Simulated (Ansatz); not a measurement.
# GaAs (F-43m): zone-centre modes under pressure, part 3 of 3

Wanted: Grüneisen parameters and pressure coefficients of the modes of GaAs (F-43m).

Ansatz 0.2.0; DFT r2SCAN, scalar-relativistic, plane waves, PAW; PAW set soft_1.

So far, highest optical mode at the zone centre (no LO-TO term) (cm⁻¹): step 4 (zone-centre response at rest) 265; step 6 (volume ratio 1.06) 247.

## (7) Ground state of a member: 0.9 times the volume at rest

The cell is set to 0.9 times the volume at rest; symmetry leaves nothing else free, so this is a single point.

The input, input.yaml:

```yaml
crystal:
  lattice:
    - [0.0, 2.7351291148, 2.7351291148]
    - [2.7351291148, 0.0, 2.7351291148]
    - [2.7351291148, 2.7351291148, 0.0]
  atoms:
    - { symbol: Ga, position: [0.0, 0.0, 0.0] }
    - { symbol: As, position: [0.75, 0.75, 0.75] }
kpoints:
  mp_grid: { grid: [16, 16, 16] }
hamiltonian:
  xc: r2scan
  pseudopotentials: { kind: paw, azcp: { folder: soft_1 } }
scf:
  occupations: { method: gaussian, width: 0.02 }
output:
  forces: true
  stress: true
  eigenvalues: true
```

Launch:

```sh
> ansatz run input.yaml --threads 4 --pin off --max-ram 10240MiB --backend cpu --events-out ev --progress --plain --runs-dir out
```

Numbers of over 12 decimals in the logs are rounded to 6 here.

What it wrote:

```text
[...]
Crystal: 2 atoms, lattice volume = 40.923 Å³
Basis set: ecut = 500 eV, 1037 PW (Γ), exchange–correlation on 120×120×120 points (64 copies of the dense FFT grid, shifted against one another)
Bands: 18, of which v1, the nominal top of the filled ones, is band 14 counted from 1 (13 counted from 0)
Symmetry: 24 space group operations
[...]
--- Band table (eV; the first three rows and the last of 145) ---
  k-point 0: bands = [... 10 lower, -4.9155, 9.0737, 9.0737, 9.0737, 10.9143, 13.1419, 13.1419, 13.1419]
  k-point 1: bands = [... 10 lower, -4.8580, 8.3845, 8.9944, 8.9944, 11.3383, 13.2582, 13.2582, 13.2772]
  k-point 2: bands = [... 10 lower, -4.6897, 7.1619, 8.7903, 8.7903, 11.6154, 13.5516, 13.5516, 13.9074]
  k-point 144: bands = [... 10 lower, -1.7260, 1.8278, 4.9266, 5.1370, 14.2006, 14.5920, 15.3258, 15.6206]
[key lines of the parts left out:]
SCF converged after 8 iterations
Free energy (F): -8655.648930 eV
Fermi energy:    9.846631 eV
P = ⅓ Tr σ = 9.6937 GPa (96.937 kbar)
```

Wall time 2 s (4 threads of AMD EPYC 9B45 (Zen 5), shared host); peak memory 0.63 GiB; 7.4 s of CPU time.

This step gave:

* pressure: 9.694 GPa
* gap on the k-mesh: 1.546 eV
* volume per atom: 20.46 Å³

The forces vanish by symmetry, at a pressure of 9.69 GPa.

## (8) Zone-centre modes of the member: 0.9 times the volume at rest

The zone-centre modes follow for 0.9 times the volume at rest, with the response to a field.

Edit input.yaml of step 7 so:

```diff
@@ -14,6 +14,8 @@
 scf:
-  occupations: { method: gaussian, width: 0.02 }
+  occupations: { method: fixed }
 output:
-  forces: true
-  stress: true
   eigenvalues: true
+phonons:
+  method: dfpt
+  dielectric: true
+  rigid_motions: translations
```

What it wrote:

```text
[...]
Crystal: 2 atoms, lattice volume = 40.923 Å³
Basis set: ecut = 500 eV, 1037 PW (Γ), exchange–correlation on 150×150×150 points (125 copies of the dense FFT grid, shifted against one another)
Bands: 18, of which v1, the nominal top of the filled ones, is band 14 counted from 1 (13 counted from 0)
Symmetry: 24 space group operations
k-points: 621 of 4096 (irreducible under 4 space group operations, time reversal used)
[...]
optical modes at Γ + LO–TO along q̂ = [1.0000, 0.0000, 0.0000]:
      ω (cm⁻¹)  modes    IR ((D/Å)²/amu)
[...]
optical modes at Γ + LO–TO along q̂ = [0.0000, 1.0000, 0.0000]:
      ω (cm⁻¹)  modes    IR ((D/Å)²/amu)
        300.89      2             4.9222
        320.79      1             2.4611
  optical modes at Γ + LO–TO along q̂ = [0.0000, 0.0000, 1.0000]:
      ω (cm⁻¹)  modes    IR ((D/Å)²/amu)
        300.89      2             4.9222
        320.79      1             2.4611
[key lines of the parts left out:]
SCF converged after 9 iterations
Free energy (F): -8655.648931 eV
Fermi energy:    9.073747 eV
```

Run time: 1.8 min. Hardware: 4 threads; peak memory 2.9 GiB.

This step gave:

- sum-rule residual before enforcement: 6.17e-5 eV/Å²
- miss of the charge sum rule: 1.46e-4 e
- estimated error of the dielectric tensor: 0.03054
- estimated error of the Born charges: 0.01575 e
- highest optical mode at the zone centre (no LO-TO term): 300.9 cm⁻¹
- lowest optical zone-centre mode: 300.9 cm⁻¹
- mean high-frequency dielectric constant: 10.37
- largest Born charge (third of the trace): 1.963 e
- mean static dielectric constant: 11.78
- top of the zone-centre spectrum with the field: 320.8 cm⁻¹

Without the LO-TO term. Patterns of degenerate modes are one choice out of their space. The modes at Γ (shares of kinetic energy by element, %):

```tsv
mode	frequency (cm⁻¹)	symmetry	Ga %	As %
1	0.0	acoustic	48	52
2	0.0	acoustic	48	52
3	0.0	acoustic	48	52
4	300.9	T2	52	48
5	300.9	T2	52	48
6	300.9	T2	52	48
```

Transverse modes. Infrared lines, with heights relative to the strongest:

```tsv
position (cm⁻¹)	label	relative intensity
301	T2	100
```

The optical mode without the LO-TO term lies at 300.9 cm⁻¹.

For the highest optical mode at the zone centre (no LO-TO term), step 4 gave 265 cm⁻¹; this run, with volume ratio 0.9, gives 301 cm⁻¹ (+13 %).

## (9) The series together

The members are set side by side, also those not shown above.

Each row is one cell with its response, relaxed at fixed volume as far as symmetry leaves anything free; energies are extrapolated to zero smearing, and E0 is that at rest; shape and atoms are relaxed in each cell where symmetry leaves them free. State of the crystal along the series:

```tsv
volume ratio	V (Å³/atom)	pressure (GPa)	E - E0 (meV/atom)	gap on mesh (eV)	ε∞	ε0	largest Born charge in size, a third of the trace (e)	top mode with the field, highest of q along x, y and z (cm⁻¹)
0.9	20.46	9.694	62.43	1.546	10.37	11.78	1.963	320.8
0.92	20.92	7.301	38.38	1.587	10.56	12.07	2	313.5
0.94	21.37	5.16	20.76	1.474	10.77	12.39	2.037	306.4
0.96	21.82	3.246	8.878	1.3	11.01	12.74	2.073	299.6
0.98	22.28	1.534	2.142	1.131	11.29	13.13	2.109	293
0.99	22.51	0.747	0.5272	1.049	11.44	13.34	2.127	289.8
1	22.73	0.003	0	0.968	11.6	13.56	2.145	286.7
1.02	23.19	-1.365	1.971	0.8097	11.96	14.04	2.182	280.4
1.04	23.64	-2.588	7.612	0.6566	12.38	14.6	2.218	274.4
1.06	24.1	-3.679	16.53	0.5085	12.88	15.24	2.254	268.4
```

Without the LO-TO term; each mode is tracked from rest by its pattern, and modes that stay within 0.3 cm⁻¹ of each other stand once; shape and atoms are relaxed in each cell where symmetry leaves them free. Optical modes along the series:

```tsv
V (Å³/atom)	mode 4 T2 (cm⁻¹)
20.46	300.9
20.92	293.1
21.37	285.7
21.82	278.6
22.28	271.7
22.51	268.4
22.73	265.1
23.19	258.8
23.64	252.7
24.1	246.8
```

From cubic fits (parabolas where under five rows exist) of ln ω and P against ln V through the rows within about 4 % of rest: γ = −d ln ω / d ln V and dω/dP = γ ω / B. Slopes at rest:

```tsv
mode	fitted frequency at rest (cm⁻¹)	Grüneisen parameter γ	dω/dP (cm⁻¹/GPa)
mode 4 T2	265.1	1.22	4.46
longitudinal mode	286.7	1.1	4.35
```

## (10) Outcome

```json
{"members": "10", "highest optical mode at the zone centre (no LO-TO term), at rest": "265.1 cm⁻¹", "bulk modulus at rest": "72.4 GPa", "mode 4 T2, γ": "1.22", "longitudinal mode, γ": "1.10"}
```

In words: The series spans -3.7 to 9.7 GPa, and the slope at rest gives a bulk modulus of 72 GPa. The transverse optical mode has γ = 1.22 and moves by 4.5 cm⁻¹ for each GPa, the longitudinal one has γ = 1.10 and moves by 4.3. ε∞ is 11.60 at rest, with d ln ε∞ / d ln V = 1.44. One k mesh and one cutoff serve the ground states and modes of all volumes; the field response picks its own mesh. With the field response the log warns that the k mesh is coarse for the force constants too, so the frequencies are to be taken as unconverged. These are harmonic frequencies at zero temperature: anharmonic shifts, linewidths and thermal expansion are left out. The PAW files were made for PBE; the program adapts parts of them to the functional of the run, but their partial waves stay those of PBE, an approximation that was not tested in this session. Only the zone centre was solved, so an instability at another wavevector cannot show here.

[Logs are printed without paths, hosts, clocks, repeated set-up lines and the standing remarks that a program may print on its own settings, such as how far it seeks lower states.]

[Hosts, paths, dates, database ids (printed as entryN), source tags and the programs' standing remarks are cut or masked in the printed files.]
